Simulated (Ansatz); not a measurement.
**Bi3.2O66.1Te30.6 (124 atoms): melt and quench**

Aim: cool Bi3.2O66.1Te30.6 (124 atoms) from the melt with forces from DFT, and see what structure freezes in.

Calculated with Ansatz 0.2.0; Kohn-Sham DFT, PBE+D3(BJ), PAW (set soft_2, large core), plane waves.

Measured values to set the calculation against. The density of a melt-quenched bismuth tellurite glass with 5 mol% Bi2O3 was measured by immersion in water (“Optical Properties of Bismuth Tellurite Based Glass”, 2012, PMC3344235): density 5.43 g/cm³; optical gap 2.4 eV (by optical absorption, Tauc plot (indirect)).

## 1. The starting structure

The cell holds 124 atoms: 4 Bi, 82 O and 38 Te. Its edges and angles: a = 12.886 Å, b = 12.886 Å, c = 12.886 Å, α = 90.0°, β = 90.0°, γ = 90.0°. 124 atoms (4 Bi, 82 O, 38 Te) packed at random in a cube at 5.43 g/cm³ and pushed apart as soft spheres, cations and anions kept from their own kind; a start for melting by ab initio MD, not an equilibrated structure. The starting density is a measured one.

Before any run, some limits are plain. Only the Γ point is sampled, in a cell whose shortest periodic width is 13 Å. The levels lack spin–orbit coupling, which is large for the heavy elements here.

## 2. Single point at the start

A single point comes first, to see the forces before anything moves.

Contents of input.yaml:

```yaml
crystal:
  lattice:
    - [12.8858, 0.0, 0.0]
    - [0.0, 12.8858, 0.0]
    - [0.0, 0.0, 12.8858]
  atoms:
    - { symbol: Bi, position: [0.73964, 0.52942, 0.81798] }
    - { symbol: Bi, position: [0.77197, 0.19617, 0.9498] }
    - { symbol: Bi, position: [0.93929, 0.5553, 0.07205] }
    - { symbol: Bi, position: [0.74796, 0.04515, 0.32776] }
    [... 114 atom lines left out ...]
    - { symbol: Te, position: [0.6061, 0.99449, 0.98064] }
    - { symbol: Te, position: [0.71619, 0.75588, 0.62414] }
    - { symbol: Te, position: [0.96693, 0.34686, 0.79725] }
    - { symbol: Te, position: [0.93282, 0.5423, 0.33311] }
    - { symbol: Te, position: [0.21576, 0.38061, 0.7129] }
    - { symbol: Te, position: [0.07344, 0.23815, 0.61342] }
kpoints:
  mp_grid: { grid: [1, 1, 1] }
hamiltonian:
  xc: pbe
  pseudopotentials: { kind: paw, core: large }
  dispersion: d3bj
scf:
  occupations: { method: fermi_dirac, width: 0.155 }
output:
  forces: true
```

On the command line:

```sh
ansatz run input.yaml --threads 32 --pin off --max-ram 143360MiB --backend cuda --events-out ev --progress --plain --runs-dir out
```

It took 2.4 s on 1 × NVIDIA GB200 with 32 threads of Arm Neoverse V2, shared host; peak memory 1.5 GiB; 5.4 s of CPU time.

That memory is the host's; the program planned up to 5.3 GiB on the GPU. Forces of this run were stored rounded, and per-atom blocks of the log weren't kept.

The program notes that potentials were chosen by core size.

Read from the output:

- free energy: -283803.5050 eV
- free energy per atom: -2288.7379 eV/atom
- SCF cycles: 17
- r.m.s. force component: 1.589 eV/Å
- longest force: 7.68 eV/Å
- Fermi energy: 5.012 eV

The r.m.s. force component of 1.6 eV/Å sets the starting point.

Length of the force by element:

```
element  coordination  atoms  mean length of the force (eV/Å)  spread  least  most
     Bi           all      4                             4.58    2.30   1.89  7.68
      O           all     82                             1.67   0.749  0.131  3.09
     Te           all     38                             3.52    1.53  0.830  7.14
```

## 3. Melting at 1800 K

The random start is held at a high temperature, to make it forget its packing.

input.yaml: that of step 2 with these lines changed.

```diff
@@ -17 +17,8 @@
   forces: true
+md:
+  timestep: 2
+  n_steps: 430
+  ensemble: nvt_langevin
+  temperature: 1800
+  initial_velocities: maxwell_boltzmann
+  seed: 593
```

Run time: 4.8 min. Hardware: 1 × NVIDIA GB200 with 32 threads; peak memory 1.6 GiB.

That memory is the host's.

The program notes that it switched symmetry off.

Rows from the run:

```
time (fs)  T (K)  potential (meV/atom)
      0.0   1785                   0.0
     60.0   3603                -425.8
    120.0   3197                -586.8
    172.0   2806                -702.8
    230.0   1901                -739.8
    290.0   2096                -797.3
    344.0   1951                -833.1
    400.0   1909                -861.7
    460.0   2030                -870.4
    516.0   1700                -833.3
    570.0   1850                -864.9
    630.0   1788                -868.4
    688.0   1873                -912.7
    740.0   1867                -925.2
    800.0   2097                -937.5
    860.0   1852                -927.4
```

Mean square displacement from the first frame to the last: Bi 1.3 Å², O 5.2 Å², Te 2.1 Å².

The mean square displacement by time lag:

```
time lag (fs)  Bi (Å²)   O (Å²)  Te (Å²)
            2   1.0e-4  0.00136   1.7e-4
           18  0.00774   0.0930   0.0130
           36   0.0281    0.267   0.0456
           54   0.0567    0.432   0.0900
           90    0.128    0.703    0.193
          108    0.166    0.812    0.245
          126    0.205    0.916    0.295
          144    0.244     1.02    0.344
          162    0.282     1.11    0.391
          180    0.319     1.21    0.437
          198    0.355     1.29    0.481
          232    0.416     1.44    0.560
          250    0.442     1.52    0.601
          268    0.463     1.61    0.643
          286    0.480     1.70    0.686
          304    0.493     1.80    0.729
          322    0.504     1.89    0.772
          340    0.512     1.98    0.814
          376    0.524     2.14    0.897
          394    0.527     2.22    0.939
          412    0.530     2.29    0.981
          430    0.533     2.37     1.02
```

Over the second half of 860 fs the temperature averages 1859 K with swings of 106 K r.m.s. From first frame to last O has the largest mean square displacement, 5.2 Å² at the end; the farthest move is 4.55 Å. By the end of the lags followed (0.43 ps), the least mobile element has a mean square displacement of 0.53 Å², too little over such short lags to show that the memory of the start is lost. The run spans 0.86 ps, too short for its means to be equilibrium values.

## 4. Liquid at 1350 K

The hot cell is sampled with a Nosé–Hoover thermostat, which disturbs diffusion little, and with stress on.

Contents of input.yaml:

```yaml
crystal:
  lattice:
    - [12.8858, 0.0, 0.0]
    - [0.0, 12.8858, 0.0]
    - [0.0, 0.0, 12.8858]
  atoms:
    - { symbol: Bi, position: [0.78028, 0.54269, 0.73056] }
    - { symbol: Bi, position: [0.85336, 0.14581, 0.98198] }
    - { symbol: Bi, position: [0.97483, 0.5976, 0.00503] }
    - { symbol: Bi, position: [0.85478, 0.05112, 0.36806] }
    [... 114 atom lines left out ...]
    - { symbol: Te, position: [0.61738, 0.93296, 0.91057] }
    - { symbol: Te, position: [0.70079, 0.81077, 0.64035] }
    - { symbol: Te, position: [0.92036, 0.33018, 0.77946] }
    - { symbol: Te, position: [0.0965, 0.61658, 0.36833] }
    - { symbol: Te, position: [0.30094, 0.47358, 0.71207] }
    - { symbol: Te, position: [0.04334, 0.26106, 0.48657] }
kpoints:
  mp_grid: { grid: [1, 1, 1] }
hamiltonian:
  xc: pbe
  pseudopotentials: { kind: paw, core: large }
  dispersion: d3bj
scf:
  occupations: { method: fermi_dirac, width: 0.116 }
output:
  forces: true
  stress: true
md:
  timestep: 2
  n_steps: 360
  ensemble: nvt_nose_hoover
  temperature: 1350
  initial_velocities: maxwell_boltzmann
  seed: 6498
```

It took 3.5 min on 1 × NVIDIA GB200 with 32 threads; peak memory 1.6 GiB; 16 min of CPU time.

That memory is the host's.

The program notes that the SCF threshold is loose for the stress.

Rows from the run:

```
time (fs)  T (K)  potential (meV/atom)  conserved (meV/atom)
      0.0   1350                   0.0                  0.00
     48.0   1535                 -30.0                 -0.07
     96.0   1513                 -46.5                 -0.20
    144.0   1314                 -36.4                 -0.18
    192.0   1394                 -54.3                 -0.31
    240.0   1339                 -52.9                 -0.32
    288.0   1380                 -62.9                 -0.37
    336.0   1439                 -78.1                 -0.39
    384.0   1274                 -68.9                 -0.32
    432.0   1384                 -92.1                 -0.56
    480.0   1372                 -96.4                 -0.37
    528.0   1323                 -95.9                 -0.43
    576.0   1314                -100.9                 -0.45
    624.0   1386                -115.0                 -0.54
    672.0   1187                 -94.7                 -0.33
    720.0   1382                -129.8                 -0.45
```

Mean square displacement from the first frame to the last: Bi 1.6 Å², O 2.5 Å², Te 0.99 Å².

The mean square displacement by time lag:

| time lag (fs) | Bi (Å²) | O (Å²) | Te (Å²) |
| --- | --- | --- | --- |
| 2 | 7.8e-5 | 8.6e-4 | 1.1e-4 |
| 16 | 0.00489 | 0.0486 | 0.00673 |
| 30 | 0.0166 | 0.132 | 0.0219 |
| 46 | 0.0370 | 0.221 | 0.0463 |
| 76 | 0.0897 | 0.367 | 0.105 |
| 90 | 0.119 | 0.423 | 0.134 |
| 106 | 0.154 | 0.485 | 0.168 |
| 120 | 0.187 | 0.539 | 0.198 |
| 136 | 0.227 | 0.601 | 0.231 |
| 150 | 0.262 | 0.656 | 0.260 |
| 166 | 0.302 | 0.718 | 0.293 |
| 194 | 0.373 | 0.810 | 0.349 |
| 210 | 0.414 | 0.860 | 0.379 |
| 224 | 0.448 | 0.902 | 0.404 |
| 240 | 0.487 | 0.947 | 0.431 |
| 254 | 0.520 | 0.985 | 0.454 |
| 270 | 0.555 | 1.03 | 0.479 |
| 284 | 0.585 | 1.07 | 0.500 |
| 314 | 0.645 | 1.15 | 0.544 |
| 330 | 0.673 | 1.20 | 0.567 |
| 344 | 0.698 | 1.24 | 0.589 |
| 360 | 0.725 | 1.29 | 0.613 |

Over the second half of 720 fs the temperature averages 1323 K with swings of 61 K r.m.s. The conserved energy stays within 0.56 meV/atom. From first frame to last O has the largest mean square displacement, 2.5 Å² at the end; the farthest move is 3.99 Å. By the end of the lags followed (0.36 ps), the least mobile element has a mean square displacement of 0.61 Å², too little over such short lags to show that the memory of the start is lost. The potential energy still drifts by -21 meV/atom between the last two quarters, so the cell isn't at equilibrium and its averages are those of a relaxing fluid. The run spans 0.72 ps, too short for its means to be equilibrium values.

## 5. Local order late in the run

The g(r) is a mean over the second half; what follows it is taken at the last frame.

Density 5.43 g/cm³, 17.25 Å³ an atom.

Mean of 14 frames. g(r), total and by pair (bins of 0.2 Å):

```
r (Å)  total   O-O  O-Te  O-Bi  Te-Te  Te-Bi  Bi-Bi
 1.30   0.03  0.07  0.00  0.00   0.00   0.00   0.00
 1.50   0.07  0.17  0.00  0.00   0.00   0.00   0.00
 1.70   0.15  0.01  0.36  0.00   0.00   0.00   0.00
 1.90   1.82  0.00  4.48  0.00   0.00   0.00   0.00
 2.10   1.24  0.00  2.82  2.31   0.00   0.00   0.00
 2.30   0.69  0.14  1.17  3.72   0.00   0.00   0.00
 2.50   0.78  0.90  0.77  1.83   0.00   0.00   0.00
 2.70   1.10  1.78  0.64  1.50   0.02   0.00   0.00
 2.90   1.24  2.09  0.68  1.18   0.05   0.00   0.00
 3.10   1.03  1.56  0.69  0.50   0.40   0.53   0.00
 3.30   0.88  1.07  0.65  0.56   1.09   0.87   0.00
 3.50   0.89  0.85  0.68  0.54   1.69   2.71   0.00
 3.70   0.91  0.81  0.75  0.39   2.02   2.22   0.00
 3.90   0.93  0.74  0.87  0.82   1.82   2.68   0.00
 4.10   0.99  0.84  1.00  1.10   1.48   1.53   0.00
 4.30   1.02  0.94  1.08  0.82   1.19   1.01   0.00
 4.50   1.06  1.01  1.15  0.80   1.08   1.15   0.00
 4.70   1.06  0.96  1.18  1.20   1.00   0.80   1.70
 4.90   1.02  1.06  1.09  1.02   0.67   0.65   0.96
 5.10   1.02  1.06  1.04  1.00   0.80   0.52   2.03
 5.30   1.06  1.08  1.06  1.11   0.82   0.94   0.54
 5.50   1.04  1.05  1.06  1.32   0.80   0.77   0.99
 5.70   1.03  1.05  1.04  1.14   0.93   0.65   1.16
 5.90   0.95  0.92  1.00  1.10   0.80   0.89   2.81
 6.10   0.97  0.94  1.03  1.06   0.83   0.83   1.66
 6.30   0.97  0.94  0.99  0.95   1.00   1.14   0.94
```

Bonds by pair of elements; cutoffs follow the first minimum of g(r), held within bounds set by covalent radii, and pairs that aren't listed don't count as bonded:

```
pair A-B  cutoff (Å)  bonds  mean length (Å)  spread (Å)  shortest (Å)  B about A  A about B
     O-O        1.49      1             1.42           0          1.42      0.024      0.024
    O-Te        2.49    139             2.05       0.175          1.69       1.70       3.66
    O-Bi        2.85     24             2.46        0.23          2.06      0.293          6
   Te-Te        3.12      1             2.72           0          2.72      0.053      0.053
```

The cutoff for O-Bi falls short of the minimum of g(r), so counts run low and odd coordinations can be artefacts.

How many atoms have how many bonded neighbours:

```csv
element,mean,1,2,3,4,5,6,8
Bi,6,0,0,0,0,2,1,1
O,2.01,13,55,14,0,0,0,0
Te,3.71,0,2,14,15,7,0,0
```

First main peaks of g(r), for some of the pairs, lie near 2.8 Å (O-O), 2.0 Å (O-Te), 2.3 Å (O-Bi) and 3.7 Å (Te-Te). 1 O–O bond of about 1.42 Å is present, a peroxide length; random starts, short melts and fast quenches favour such defects.

## 6. Quench from 1350 to 300 K

The set temperature is lowered linearly, to freeze the liquid.

Contents of input.yaml:

```yaml
crystal:
  lattice:
    - [12.8858, 0.0, 0.0]
    - [0.0, 12.8858, 0.0]
    - [0.0, 0.0, 12.8858]
  atoms:
    - { symbol: Bi, position: [0.803, 0.52388, 0.66013] }
    - { symbol: Bi, position: [0.72076, 0.15015, 0.91431] }
    - { symbol: Bi, position: [0.95747, 0.56463, 0.06395] }
    - { symbol: Bi, position: [0.91475, 0.08492, 0.32651] }
    [... 114 atom lines left out ...]
    - { symbol: Te, position: [0.61166, 0.89488, 0.98903] }
    - { symbol: Te, position: [0.65221, 0.783, 0.6522] }
    - { symbol: Te, position: [0.91314, 0.36725, 0.8424] }
    - { symbol: Te, position: [0.12916, 0.64743, 0.27405] }
    - { symbol: Te, position: [0.23141, 0.43893, 0.69038] }
    - { symbol: Te, position: [0.00256, 0.27046, 0.55218] }
kpoints:
  mp_grid: { grid: [1, 1, 1] }
hamiltonian:
  xc: pbe
  pseudopotentials: { kind: paw, core: large }
  dispersion: d3bj
scf:
  occupations: { method: fermi_dirac, width: 0.116 }
output:
  forces: true
md:
  timestep: 2
  n_steps: 1160
  ensemble: nvt_langevin
  temperature: 1350
  initial_velocities: maxwell_boltzmann
  seed: 7560
  temperature_schedule: [{ n_steps: 1160, end_temperature: 300.0 }]
```

Elapsed: 11 min, on 1 × NVIDIA GB200 with 32 threads; peak memory 1.6 GiB; 46 min of CPU time.

That memory is the host's.

Rows from the run:

| time (fs) | T (K) | potential (meV/atom) |
| --- | --- | --- |
| 0.0 | 1339 | 0.0 |
| 168.0 | 1298 | 12.1 |
| 312.0 | 1264 | 25.2 |
| 464.0 | 1300 | -8.4 |
| 624.0 | 1162 | -12.3 |
| 768.0 | 1213 | -35.3 |
| 928.0 | 996 | -63.8 |
| 1080.0 | 910 | -71.0 |
| 1224.0 | 811 | -84.7 |
| 1392.0 | 790 | -101.4 |
| 1560.0 | 779 | -99.7 |
| 1704.0 | 675 | -114.2 |
| 1856.0 | 682 | -137.1 |
| 2016.0 | 506 | -145.1 |
| 2160.0 | 442 | -160.2 |
| 2320.0 | 314 | -165.9 |

Mean square displacement at the end: Bi 0.28 Å², O 1.5 Å², Te 0.70 Å².

Potential energy along the quench, in blocks of steps:

```csv
from (ps),to (ps),mean T (K),"potential energy (meV/atom, from the first step)"
0.00,0.17,1286,11.0
0.19,0.36,1276,14.0
0.38,0.53,1224,-3.0
0.55,0.70,1153,-17.8
0.72,0.86,1075,-37.9
0.89,1.01,956,-59.2
1.03,1.18,865,-75.0
1.20,1.34,778,-86.9
1.37,1.51,761,-98.1
1.54,1.68,760,-107.0
1.70,1.85,633,-122.5
1.86,1.99,547,-134.7
2.02,2.16,458,-151.2
2.18,2.32,363,-162.5
```

The set temperature runs from 1350 K to 300 K at 453 K/ps. The potential energy falls by 173 meV/atom from the first block (1286 K) to the last (363 K); harmonic vibrations alone would give 119 meV/atom, and the rest comes from structural change and anharmonicity.

## 7. Held at 300 K

A hold at room temperature samples the structure of the quenched cell.

Contents of input.yaml:

```yaml
crystal:
  lattice:
    - [12.8858, 0.0, 0.0]
    - [0.0, 12.8858, 0.0]
    - [0.0, 0.0, 12.8858]
  atoms:
    - { symbol: Bi, position: [0.84379, 0.56565, 0.63627] }
    - { symbol: Bi, position: [0.69558, 0.17873, 0.88914] }
    - { symbol: Bi, position: [0.94048, 0.59494, 0.04316] }
    - { symbol: Bi, position: [0.89591, 0.08748, 0.35403] }
    [... 114 atom lines left out ...]
    - { symbol: Te, position: [0.64491, 0.90327, 0.94454] }
    - { symbol: Te, position: [0.70974, 0.85649, 0.66359] }
    - { symbol: Te, position: [0.91735, 0.38047, 0.82395] }
    - { symbol: Te, position: [0.19997, 0.70109, 0.21251] }
    - { symbol: Te, position: [0.28056, 0.42673, 0.65534] }
    - { symbol: Te, position: [0.96061, 0.33619, 0.50171] }
kpoints:
  mp_grid: { grid: [1, 1, 1] }
hamiltonian:
  xc: pbe
  pseudopotentials: { kind: paw, core: large }
  dispersion: d3bj
scf:
  occupations: { method: fermi_dirac, width: 0.05 }
output:
  forces: true
md:
  timestep: 2
  n_steps: 990
  ensemble: nvt_nose_hoover
  temperature: 300
  initial_velocities: maxwell_boltzmann
  seed: 4670
```

Elapsed: 5.9 min, on 1 × NVIDIA GB200 with 32 threads; peak memory 1.5 GiB.

That memory is the host's.

Rows from the run:

```csv
time (fs),T (K),potential (meV/atom),conserved (meV/atom)
0.0,300,0.0,0.00
140.0,295,-4.1,0.00
280.0,333,-16.9,-0.03
400.0,288,-15.5,-0.04
520.0,301,-16.1,-0.02
660.0,291,-7.2,0.00
792.0,328,-10.1,-0.02
920.0,288,-15.3,-0.02
1060.0,305,-17.7,-0.04
1188.0,287,-12.9,-0.04
1320.0,331,-13.8,-0.03
1460.0,279,-11.9,-0.03
1580.0,284,-17.0,-0.03
1700.0,286,-15.0,-0.03
1840.0,335,-15.1,-0.05
1980.0,354,-17.1,-0.04
```

Mean square displacement from the first frame to the last: Bi 0.15 Å², O 0.31 Å², Te 0.16 Å².

The mean square displacement by time lag:

```csv
time lag (fs),Bi (Å²),O (Å²),Te (Å²)
2,1.6e-5,1.9e-4,2.4e-5
42,0.00638,0.0429,0.00846
84,0.0221,0.0774,0.0253
124,0.0406,0.0956,0.0418
166,0.0599,0.115,0.0572
206,0.0766,0.134,0.0693
248,0.0916,0.149,0.0790
290,0.104,0.159,0.0864
330,0.114,0.168,0.0918
372,0.120,0.176,0.0955
412,0.123,0.179,0.0976
454,0.121,0.183,0.0991
496,0.117,0.185,0.100
536,0.112,0.186,0.101
578,0.107,0.185,0.102
618,0.103,0.183,0.103
660,0.0998,0.187,0.106
700,0.0981,0.190,0.109
742,0.0982,0.192,0.111
784,0.101,0.196,0.113
824,0.104,0.201,0.113
866,0.109,0.206,0.114
906,0.112,0.212,0.116
948,0.114,0.220,0.118
990,0.116,0.231,0.121
```

The vibrational density of states has structure finer than the step of the table below, so its rows give means over 50 cm⁻¹, whole bins alone (the curve runs from 0 to 1493 cm⁻¹). Peaks (cm⁻¹: height): Bi 52.6: 0.414, 105.2: 0.22; O 231.3: 1.68, 567.9: 1.04; Te 63.1: 1.8.

From 793 steps of 2.0 fs, resolution about 21 cm-1. The vibrational density of states by wavenumber; means over each step; values in 1e-3 per cm⁻¹:

```csv
wavenumber (cm⁻¹),Bi,O,Te
50,0.323,0.597,1.51
100,0.193,0.866,1.38
150,0.0556,1.02,0.940
200,0.0271,1.35,0.545
250,0.0107,1.50,0.335
300,0.00476,1.17,0.177
350,0.00202,1.22,0.134
400,0.00229,0.964,0.104
450,8.9e-4,0.523,0.0513
500,6.2e-4,0.708,0.0623
550,3.3e-4,0.916,0.0847
600,4.0e-4,0.707,0.0662
650,2.7e-4,0.620,0.0545
700,2.7e-4,0.650,0.0527
750,9.5e-5,0.357,0.0331
800,2.0e-5,0.144,0.00698
850,7.2e-6,0.0269,0.00150
900,5.3e-6,0.00816,6.3e-4
950,3.9e-6,0.00603,5.2e-4
1000,1.9e-6,0.00442,4.0e-4
1050,1.6e-6,0.00342,3.3e-4
1100,7.1e-7,0.00277,2.9e-4
1150,5.0e-7,0.00222,2.6e-4
1200,0,0.00168,2.0e-4
1250,0,0.00126,1.7e-4
1300,0,0.00104,1.4e-4
1350,0,7.0e-4,9.1e-5
1400,0,6.0e-4,7.6e-5
1450,0,4.1e-4,5.3e-5
```

Over the second half of 1980 fs the temperature averages 301 K with swings of 19 K r.m.s. The conserved energy stays within 0.07 meV/atom. From first frame to last O has the largest mean square displacement, 0.31 Å² at the end; the farthest move is 1.49 Å. Distinct peaks of the vibrational density of states (Bi) stand at 53 and 105 cm⁻¹; the one at 52.6 cm⁻¹ is strongest. The run spans 1.98 ps, short against slow rearrangements.

(Part 1 of 2 ends here.)

[Logs are printed without paths, hosts, clocks, repeated set-up lines and the standing remarks that a program may print on its own settings, such as how far it seeks lower states.]

[Hosts, paths, dates, database ids (printed as entryN), source tags and the programs' standing remarks are cut or masked in the printed files.]
